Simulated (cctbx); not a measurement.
# Lattice, Laue class and space group of a new crystal

Cell: a = 7.2780 Å, b = 7.2780 Å, c = 18.0170 Å, α = 90.00°, β = 90.00°, γ = 120.00°. Expected content of the cell: Ni9 Fe3 S24 Li9.

Simulated single-crystal data (cctbx): Cu Kα, λ = 1.54184 Å, to d = 0.83 Å, 80 % of the full sphere, strongest reflection 40000 counts, noise from counting, a 2 % proportional error and a noise floor of 2 counts (s.d.); no absorption, some extinction.

Tests on the unmerged data give:

```text
4776 reflections to d = 0.831 A
centring   violations  <I/sigma> of those
    A        659 of  2386      4.5
    B        668 of  2413      4.5
    C        619 of  2373      3.0
    I        671 of  2418      4.5
    R          0 of  3167      0.0
    F        973 of  3586      4.0
Laue class    unique    Rint  (classes that these axes allow; Friedel mates merged)
R -3 :H           340   0.022
R -3 m :H         215   0.022
space group    extra absences  I>4sigma  <I/sigma>
R 3 2 :H                0          0         -  acentric
R 3 m :H                0          0         -  acentric
R -3 m :H               0          0         -  centric
Wilson B = 1.36 A^2   <|E^2-1|> = 1.273 (0.968 centric, 0.736 acentric)   E^2>4: 7.9 %
shell (A)         n   <I/sigma>
 6.01 - 1.66     34     33.6
 1.66 - 1.32     29     33.3
 1.32 - 1.15     24     33.6
 1.15 - 1.05     22     49.3
 1.05 - 0.97     30     30.1
 0.97 - 0.92     20     25.1
 0.92 - 0.87     33     36.2
 0.87 - 0.83     23     33.7
```

Q: Read the symmetry from these tables.

The reflections that R centring forbids are absent (⟨I/σ⟩ near 0), so the lattice is R.

Rint stays low (0.022) up to R -3 m :H, the highest class in these axes.

3 settings pass the absence test. No glide or screw absences show, which leaves R 3 2, R 3 m and R -3 m.

⟨|E²−1|⟩ = 1.273 is above even the centric ideal, a mark of pseudo-translation (a class of systematically weak reflections). The Wilson B of 1.36 Å² means U ≈ 0.0172 Å².

The true group is R-3m (no. 166), Laue class -3m, centrosymmetric. The tables only narrow the choice to the tied entries; cell content, site symmetry and trial solutions must settle it.

The model is made up (kin elements in a known structure type, no relaxation), so it says nothing on whether the phase exists.

[Logs are printed without paths, hosts, clocks, repeated set-up lines and the standing remarks that a program may print on its own settings, such as how far it seeks lower states.]
